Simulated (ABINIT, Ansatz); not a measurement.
**AlH3 (Pm-3m): modes at Γ and the response to a field**

Aim: the zone-centre modes of AlH3 (Pm-3m).

Program: ABINIT 10.8.3. Level of theory: DFT LDA, scalar-relativistic, plane waves, PseudoDojo norm-conserving pseudopotentials. Results are calculated unless marked as measured.

The structure was built from a prototype and need not be the compound's stable phase.

## 1. Set-up

It takes space group Pm-3m (No. 221, cubic). The conventional cell has a = 3.384 Å, b = 3.384 Å, c = 3.384 Å, α = 90.00°, β = 90.00°, γ = 90.00°. Al has 6 H at 1.69 Å nearest. Nearest to H lie 2 Al at 1.69 Å. Farther neighbours are not listed.

## 2. Relaxation

The harmonic expansion needs vanishing forces, and a free crystal bears no stress, so cell and atoms are brought to rest. Stress is more sensitive to the basis than forces are: the last 3 Ha under the cutoff are smoothed with ecutsm, and the cutoff is raised above that of the later runs.

The starting cell comes from a relaxation made beforehand in Ansatz (LDA, PseudoDojo NC).

Input file relax.abi:

```
# relaxation
ionmov 2
optcell 2
dilatmx 1.08
ntime 40
tolmxf 1.0d-05
tolvrs 1.0d-14
prtwf 0
prtden 0
chksymtnons 0

# basis, mesh and filling
ecut 39.0
ecutsm 3.0
ngkpt 10 10 10
nshiftk 1
shiftk 0.0 0.0 0.0
istwfk *1
occopt 1
nband 3
nstep 100
diemac 9.0
prtebands 0
prtgsr 0
useylm 1

# cell and atoms
acell 6.39476741 6.39476741 6.39476741
rprim 
    1.0 0.0 0.0
    0.0 1.0 0.0
    0.0 0.0 1.0
ntypat 2
znucl 13 1
natom 4
typat 1 2 2 2
xred 
    0.0 0.0 0.0
    0.5 0.0 0.0
    0.0 0.5 0.0
    0.0 0.0 0.5
pp_dirpath "./pseudo"
pseudos "Al.upf, H.upf"
```

Command:

```sh
OMP_NUM_THREADS=1 mpirun -n 2 abinit relax.abi > relax.log
```

Numbers of over 12 decimals in the logs are rounded to 6 here.

relax.abo, the main output file:

```text
[banners, grids, parts of the stress and lines that vanish by symmetry left out]
- input  file    -> relax.abi
- output file    -> relax.abo
- root for input  files -> relaxi
[...]
Symmetries : space group Pm -3 m (#221); Bravais cP (primitive cubic)
[...]
mpw =        3887          nfft =       64000          nkpt =          56
[...]
== DATASET  1 ==================================================================
[...]
cutoff_energies: {ecut:  39.0, pawecutdg:  -1.0, }
[...]
ETOT  1  -4.065682    -4.066E+00 1.612E-01 4.920E+01
 ETOT  2  -4.081907    -1.622E-02 4.409E-07 4.324E-01
 ETOT  3  -4.081938    -3.168E-05 1.469E-07 5.493E-02
 ETOT  4  -4.081941    -2.041E-06 9.640E-09 8.928E-04
 ETOT  5  -4.081941    -2.460E-08 2.010E-10 7.139E-06
[...]
At SCF step   10       vres2   =  2.46E-17 < tolvrs=  1.00E-14 =>converged.
[...]
sigma(1 1)=  4.23484599E-07  sigma(3 2)=  0.00000000E+00
  sigma(2 2)=  4.23484599E-07  sigma(3 1)=  0.00000000E+00
  sigma(3 3)=  4.23484599E-07  sigma(2 1)=  0.00000000E+00
[...]
convergence: {deltae: -3.464E-14, res2:  2.459E-17, residm:  9.328E-21, diffor: null, }
etotal    :  -4.08194055E+00
[...]
ETOT  1  -4.081941    -4.082E+00 4.161E-13 2.715E-06
[...]
At SCF step    6       vres2   =  1.03E-15 < tolvrs=  1.00E-14 =>converged.
[...]
sigma(1 1)=  3.44293383E-07  sigma(3 2)=  0.00000000E+00
  sigma(2 2)=  3.44293383E-07  sigma(3 1)=  0.00000000E+00
  sigma(3 3)=  3.44293383E-07  sigma(2 1)=  0.00000000E+00
[...]
convergence: {deltae:  3.819E-14, res2:  1.034E-15, residm:  2.317E-20, diffor: null, }
etotal    :  -4.08194056E+00
[...]
ETOT  1  -4.081941    -4.082E+00 2.955E-10 5.130E-05
[...]
ETOT  6  -4.081941    -1.741E-13 4.360E-19 1.909E-14
 ETOT  7  -4.081941     1.581E-13 4.665E-21 8.400E-17
 At SCF step    7       vres2   =  8.40E-17 < tolvrs=  1.00E-14 =>converged.
[...]
sigma(1 1)= -5.79993846E-11  sigma(3 2)=  0.00000000E+00
  sigma(2 2)= -5.79993844E-11  sigma(3 1)=  0.00000000E+00
  sigma(3 3)= -5.79993845E-11  sigma(2 1)=  0.00000000E+00
[...]
convergence: {deltae:  1.581E-13, res2:  8.400E-17, residm:  4.665E-21, diffor: null, }
etotal    :  -4.08194057E+00
[...]
At Broyd/MD step   3, gradients are converged :
[...]
sigma(1 1)= -5.79993846E-11  sigma(3 2)=  0.00000000E+00
  sigma(2 2)= -5.79993844E-11  sigma(3 1)=  0.00000000E+00
  sigma(3 3)= -5.79993845E-11  sigma(2 1)=  0.00000000E+00
[...]
- sigma(1 1)= -1.70640081E-06  sigma(3 2)=  0.00000000E+00
- sigma(2 2)= -1.70640080E-06  sigma(3 1)=  0.00000000E+00
- sigma(3 3)= -1.70640081E-06  sigma(2 1)=  0.00000000E+00
[...]
fcart     -0.0000000000E+00 -0.0000000000E+00 -0.0000000000E+00
           strten     -5.7999384619E-11 -5.7999384429E-11 -5.7999384511E-11
================================================================================

[key lines of the parts left out:]
pressure_GPa:   1.7064E-06
Total energy (etotal) [Ha]= -4.08194056505058E+00
```

Elapsed: 23 s, on 2 MPI ranks of Arm Neoverse V1, shared host.

Little changed from the start: no atom moved by 0.005 Å and no cell edge by 0.1 %.

Numbers from this step:

```yaml
volume_per_atom: 9.686 Å³
pressure: 1.71e-6 GPa
```

## 3. Ground state

The response is built on these wavefunctions, so the potential is converged far more tightly than an energy would need.

Input file gs.abi:

```
# ground state
tolvrs 1.0d-16
prtden 1
prtwf 1
prtpot 1

# basis, mesh and filling
ecut 31.0
ngkpt 12 12 12
nshiftk 1
shiftk 0.0 0.0 0.0
istwfk *1
occopt 1
nband 3
nstep 100
diemac 9.0
prtebands 0
prtgsr 0
useylm 1

# cell and atoms
acell 6.394333028 6.394333028 6.394333028
rprim 
    1.0 0.0 0.0
    0.0 1.0 0.0
    0.0 0.0 1.0
ntypat 2
znucl 13 1
natom 4
typat 1 2 2 2
xred 
    0.0 0.0 0.0
    0.5 0.0 0.0
    0.0 0.5 0.0
    0.0 0.0 0.5
pp_dirpath "./pseudo"
pseudos "Al.upf, H.upf"
```

Command:

```sh
OMP_NUM_THREADS=1 mpirun -n 2 abinit gs.abi > gs.log
```

gs.abo, the main output file:

```text
[banners, grids, parts of the stress and lines that vanish by symmetry left out]
- input  file    -> gs.abi
- output file    -> gs.abo
- root for input  files -> gsi
[...]
Symmetries : space group Pm -3 m (#221); Bravais cP (primitive cubic)
[...]
mpw =        2200          nfft =       46656          nkpt =          84
[...]
== DATASET  1 ==================================================================
[...]
cutoff_energies: {ecut:  31.0, pawecutdg:  -1.0, }
[...]
ETOT  1  -4.067025    -4.067E+00 2.277E-01 3.540E+01
 ETOT  2  -4.081728    -1.470E-02 2.057E-06 3.405E-01
 ETOT  3  -4.081758    -2.916E-05 1.213E-07 4.523E-02
 ETOT  4  -4.081760    -2.215E-06 1.067E-08 5.710E-04
 ETOT  5  -4.081760    -2.425E-08 2.032E-10 2.946E-06
[...]
ETOT  9  -4.081760     5.684E-14 3.449E-19 1.345E-14
 ETOT 10  -4.081760     7.194E-14 8.116E-21 1.419E-17
 At SCF step   10       vres2   =  1.42E-17 < tolvrs=  1.00E-16 =>converged.
[...]
sigma(1 1)=  4.71362765E-06  sigma(3 2)=  0.00000000E+00
  sigma(2 2)=  4.71362765E-06  sigma(3 1)=  0.00000000E+00
  sigma(3 3)=  4.71362765E-06  sigma(2 1)=  0.00000000E+00
[...]
convergence: {deltae:  7.194E-14, res2:  1.419E-17, residm:  8.116E-21, diffor: null, }
etotal    :  -4.08175989E+00
[...]
sigma(1 1)=  4.71362765E-06  sigma(3 2)=  0.00000000E+00
  sigma(2 2)=  4.71362765E-06  sigma(3 1)=  0.00000000E+00
  sigma(3 3)=  4.71362765E-06  sigma(2 1)=  0.00000000E+00
[...]
- sigma(1 1)=  1.38679713E-01  sigma(3 2)=  0.00000000E+00
- sigma(2 2)=  1.38679713E-01  sigma(3 1)=  0.00000000E+00
- sigma(3 3)=  1.38679713E-01  sigma(2 1)=  0.00000000E+00
[...]
fcart     -0.0000000000E+00 -0.0000000000E+00 -0.0000000000E+00
           strten      4.7136276537E-06  4.7136276537E-06  4.7136276537E-06
================================================================================

[key lines of the parts left out:]
pressure_GPa:  -1.3868E-01
```

The job ended after 9.7 s (2 MPI ranks; 19 s of CPU time).

Read from the output:

* pressure: -0.1387 GPa

The cell stands at -0.14 GPa: the relaxation ran with a smoothed and higher cutoff and on another k mesh.

## 4. Empty bands

Empty bands on the ground state's density check that the gap assumed so far is there in this cell.

Input file gap.abi:

```
# empty bands on the ground state's density
iscf -2
getden_filepath "gso_DEN"
tolwfr 1.0d-12
nbdbuf 2
prtwf 0

# basis, mesh and filling
ecut 31.0
ngkpt 12 12 12
nshiftk 1
shiftk 0.0 0.0 0.0
istwfk *1
occopt 1
nband 7
nstep 100
diemac 9.0
prtebands 0
prtgsr 0
useylm 1

# cell and atoms
acell 6.394333028 6.394333028 6.394333028
rprim 
    1.0 0.0 0.0
    0.0 1.0 0.0
    0.0 0.0 1.0
ntypat 2
znucl 13 1
natom 4
typat 1 2 2 2
xred 
    0.0 0.0 0.0
    0.5 0.0 0.0
    0.0 0.5 0.0
    0.0 0.0 0.5
pp_dirpath "./pseudo"
pseudos "Al.upf, H.upf"
```

Command:

```sh
OMP_NUM_THREADS=1 mpirun -n 2 abinit gap.abi > gap.log
```

gap.abo, the main output file:

```text
[banners, grids, parts of the stress and lines that vanish by symmetry left out]
- input  file    -> gap.abi
- output file    -> gap.abo
- root for input  files -> gapi
[...]
Symmetries : space group Pm -3 m (#221); Bravais cP (primitive cubic)
[...]
mpw =        2200          nfft =       46656          nkpt =          84
[...]
== DATASET  1 ==================================================================
[...]
cutoff_energies: {ecut:  31.0, pawecutdg:  -1.0, }
[...]
-outvars: echo values of variables after computation
            acell      6.3943330280E+00  6.3943330280E+00  6.3943330280E+00 Bohr
================================================================================
```

The job ended after 9.9 s (2 MPI ranks).

This step gave:

| Quantity | Value |
| --- | --- |
| gap on the k-mesh | 0.4150 eV |

In this cell the gap on the mesh is 0.41 eV, indirect (smallest direct 3.6 eV), so fixed occupations hold.

## 5. Linear response at Γ

The derivative of the wavefunctions by k comes first, since the response to a field is built on it; then the field and the displacements that symmetry doesn't supply are solved at q = 0.

It reads the wavefunctions written in step 3.

Input file dfpt_gamma.abi:

```
ndtset 2

# common to the responses
getwfk_filepath "gso_WFK"
kptopt 2
nqpt 1
qpt 0.0 0.0 0.0
asr 0
chneut 0

# d/dk
rfelfd1 2
rfdir1 1 1 1
iscf1 -3
tolwfr1 1.0d-20

# displacements, field
rfphon2 1
rfatpol2 1 4
rfdir2 1 1 1
rfelfd2 3
getddk2 1
tolvrs2 1.0d-10
prtwf2 0
prtpot2 1

# basis, mesh and filling
ecut 31.0
ngkpt 12 12 12
nshiftk 1
shiftk 0.0 0.0 0.0
istwfk *1
occopt 1
nband 3
nstep 100
diemac 9.0
prtebands 0
prtgsr 0
useylm 1

# cell and atoms
acell 6.394333028 6.394333028 6.394333028
rprim 
    1.0 0.0 0.0
    0.0 1.0 0.0
    0.0 0.0 1.0
ntypat 2
znucl 13 1
natom 4
typat 1 2 2 2
xred 
    0.0 0.0 0.0
    0.5 0.0 0.0
    0.0 0.5 0.0
    0.0 0.0 0.5
pp_dirpath "./pseudo"
pseudos "Al.upf, H.upf"
```

Command:

```sh
OMP_NUM_THREADS=1 mpirun -n 2 abinit dfpt_gamma.abi > dfpt_gamma.log
```

dfpt_gamma.abo, the main output file:

```text
[banners, grids, parts of the stress and lines that vanish by symmetry left out]
- input  file    -> dfpt_gamma.abi
- output file    -> dfpt_gamma.abo
- root for input  files -> dfpt_gammai
[...]
DATASET    1 : space group Pm -3 m (#221); Bravais cP (primitive cubic)
[...]
nfft =       46656          nkpt =         868
[...]
DATASET    2 : space group Pm -3 m (#221); Bravais cP (primitive cubic)
[...]
nfft =       46656          nkpt =         868
[...]
== DATASET  1 ==================================================================
[...]
cutoff_energies: {ecut:  31.0, pawecutdg:  -1.0, }
[...]
-  1.00000   1.00000  180309                  znucl, zion, pspdat
[...]
Perturbation : derivative vs k along direction   1
[...]
-ETOT  1  -5.722933     -5.723E+00 5.037E-02 0.000E+00
 ETOT  2  -5.726935     -4.002E-03 5.131E-05 0.000E+00
 ETOT  3  -5.726938     -3.138E-06 9.754E-08 0.000E+00
 ETOT  4  -5.726938     -4.122E-09 1.483E-10 0.000E+00
 ETOT  5  -5.726938     -6.648E-12 4.248E-13 0.000E+00
[...]
At SCF step    8   max residual=  9.98E-21 < tolwfr=  1.00E-20 =>converged.
[...]
Perturbation : derivative vs k along direction   2
[...]
-ETOT  1  -5.722917     -5.723E+00 4.887E-02 0.000E+00
[...]
At SCF step    8   max residual=  9.98E-21 < tolwfr=  1.00E-20 =>converged.
[...]
Perturbation : derivative vs k along direction   3
[...]
-ETOT  1  -5.722933     -5.723E+00 5.037E-02 0.000E+00
[...]
At SCF step    8   max residual=  9.98E-21 < tolwfr=  1.00E-20 =>converged.
[...]
1        1       1.5396475152    0.0000000000
     1        2       0.0000000000    0.0000000000
     1        3       0.0000000000    0.0000000000
     2        1       0.0000000000    0.0000000000
     2        2       1.5396475152    0.0000000000
     2        3       0.0000000000    0.0000000000
     3        1       0.0000000000    0.0000000000
     3        2       0.0000000000    0.0000000000
     3        3       1.5396475151    0.0000000000
[...]
== DATASET  2 ==================================================================
[...]
cutoff_energies: {ecut:  31.0, pawecutdg:  -1.0, }
[...]
Perturbation : displacement of atom   1   along direction   1
[...]
-ETOT  1   4.109277     -2.355E+01 2.201E-01 7.123E+02
[...]
At SCF step    8       vres2   =  2.46E-12 < tolvrs=  1.00E-10 =>converged.
[...]
Perturbation : displacement of atom   2   along direction   1
[...]
-ETOT  1   6.597901     -4.804E+01 5.039E-01 3.448E+03
[...]
At SCF step    8       vres2   =  5.54E-12 < tolvrs=  1.00E-10 =>converged.
[...]
Perturbation : displacement of atom   2   along direction   2
[...]
-ETOT  1  0.660331     -4.399E+01 1.096E-01 6.207E+02
[...]
At SCF step    8       vres2   =  1.60E-11 < tolvrs=  1.00E-10 =>converged.
[...]
Perturbation : homogeneous electric field along direction   1
[...]
-ETOT  1  -61.933714172307     -6.193E+01 1.292E+00 1.970E+03
[...]
ETOT  7  -62.917817321136     -1.246E-10 7.113E-13 8.783E-09
 ETOT  8  -62.917817321138     -2.196E-12 1.293E-14 8.197E-11
 At SCF step    8       vres2   =  8.20E-11 < tolvrs=  1.00E-10 =>converged.
[...]
Dielectric tensor, in cartesian coordinates,
[...]
1    6   1    6         4.1320488357        -0.0000000000
   1    6   2    6        -0.0000000000        -0.0000000000
   1    6   3    6        -0.0000000000        -0.0000000000
   2    6   1    6        -0.0000000000        -0.0000000000
   2    6   2    6         4.1320488357        -0.0000000000
   2    6   3    6        -0.0000000000        -0.0000000000
   3    6   1    6        -0.0000000000        -0.0000000000
   3    6   2    6        -0.0000000000        -0.0000000000
   3    6   3    6         4.1320488357        -0.0000000000
  Effective charges, in cartesian coordinates,
[...]
1    1   1    6         2.7428257795         0.0000000000
   2    1   1    6         0.0000000000         0.0000000000
   3    1   1    6         0.0000000000         0.0000000000
   1    2   1    6        -1.5678246655         0.0000000000
   2    2   1    6         0.0000000000         0.0000000000
[...]
Effective charges, in cartesian coordinates,
[...]
2    6   1    4         0.0000000000         0.0000000000
   3    6   1    4         0.0000000000         0.0000000000
   1    6   2    4         0.0000000000         0.0000000000
   2    6   2    4        -0.5873760793         0.0000000000
   3    6   2    4         0.0000000000         0.0000000000
   1    6   3    4         0.0000000000         0.0000000000
   2    6   3    4         0.0000000000         0.0000000000
   3    6   3    4        -1.5678245612         0.0000000000
  Phonon wavevector (reduced coordinates) :  0.00000  0.00000  0.00000
 Phonon energies in Hartree :
[...]
Phonon frequencies in cm-1    :
- -5.079233E-02 -5.079060E-02 -5.078538E-02  4.839093E+02  4.839093E+02
-  4.839093E+02  5.656336E+02  5.656336E+02  5.656336E+02  1.915597E+03
-  1.915597E+03  1.915597E+03
  Phonon at Gamma, with non-analyticity in the
[...]
Phonon energies in Hartree :
[...]
Phonon frequencies in cm-1    :
- -5.079234E-02 -5.079060E-02 -4.853269E-02  4.839093E+02  4.839093E+02
-  5.656336E+02  5.656336E+02  5.656336E+02  7.466435E+02  1.915597E+03
-  1.915597E+03  2.095692E+03
  Phonon at Gamma, with non-analyticity in the
[...]
Phonon energies in Hartree :
[...]
Phonon frequencies in cm-1    :
- -5.079232E-02 -5.078538E-02 -4.853814E-02  4.839093E+02  4.839093E+02
-  5.656336E+02  5.656336E+02  5.656336E+02  7.466435E+02  1.915597E+03
-  1.915597E+03  2.095692E+03
  Phonon at Gamma, with non-analyticity in the
[...]
Phonon energies in Hartree :
[...]
Phonon frequencies in cm-1    :
- -5.079059E-02 -5.078538E-02 -4.853996E-02  4.839093E+02  4.839093E+02
-  5.656336E+02  5.656336E+02  5.656336E+02  7.466435E+02  1.915597E+03
-  1.915597E+03  2.095692E+03
[...]
fcart2     0.0000000000E+00  0.0000000000E+00  0.0000000000E+00
           strten2     0.0000000000E+00  0.0000000000E+00  0.0000000000E+00
================================================================================
```

Wall time 5.2 min (2 MPI ranks).

Read from the output:

```yaml
miss_of_the_charge_sum_rule: 2.49e-4 e
largest_acoustic_frequency_at_the_zone_centre_before_the_sum_rule: -0.05 cm⁻¹
highest_optical_zone_centre_mode_no_lo_to_term: 1916 cm⁻¹
lowest_optical_zone_centre_mode: 483.9 cm⁻¹
mean_high_frequency_dielectric_constant: 4.132
largest_born_charge_in_size_third_of_the_trace: 2.743 e
```

Born charge (rows field, columns displacement), before the sum rule (e), principal values of the symmetric part by kind of site:

```csv
atom,atoms with these values,low,middle,high,mean
Al1,1,2.74,2.74,2.74,2.74
H2,3,-1.57,-0.59,-0.59,-0.91
```

In full for Al1:

```
2.74 0.00 0.00
0.00 2.74 0.00
0.00 0.00 2.74
```

High-frequency dielectric tensor:

```
4.13 0.00 0.00
0.00 4.13 0.00
0.00 0.00 4.13
```

The acoustic modes at Γ come out as far as 0.1 cm⁻¹ from zero, where they should vanish, a small numerical error; the Born charges miss their sum rule by 2.5e-4 e, which is good.

(Continued in part 2 of 2.)

[Host names and launcher messages were left out of these logs when they were recorded.]

[Logs are printed without paths, hosts, clocks, repeated set-up lines and the standing remarks that a program may print on its own settings, such as how far it seeks lower states.]

[Hosts, paths, dates, database ids (printed as entryN), source tags and the programs' standing remarks are cut or masked in the printed files.]
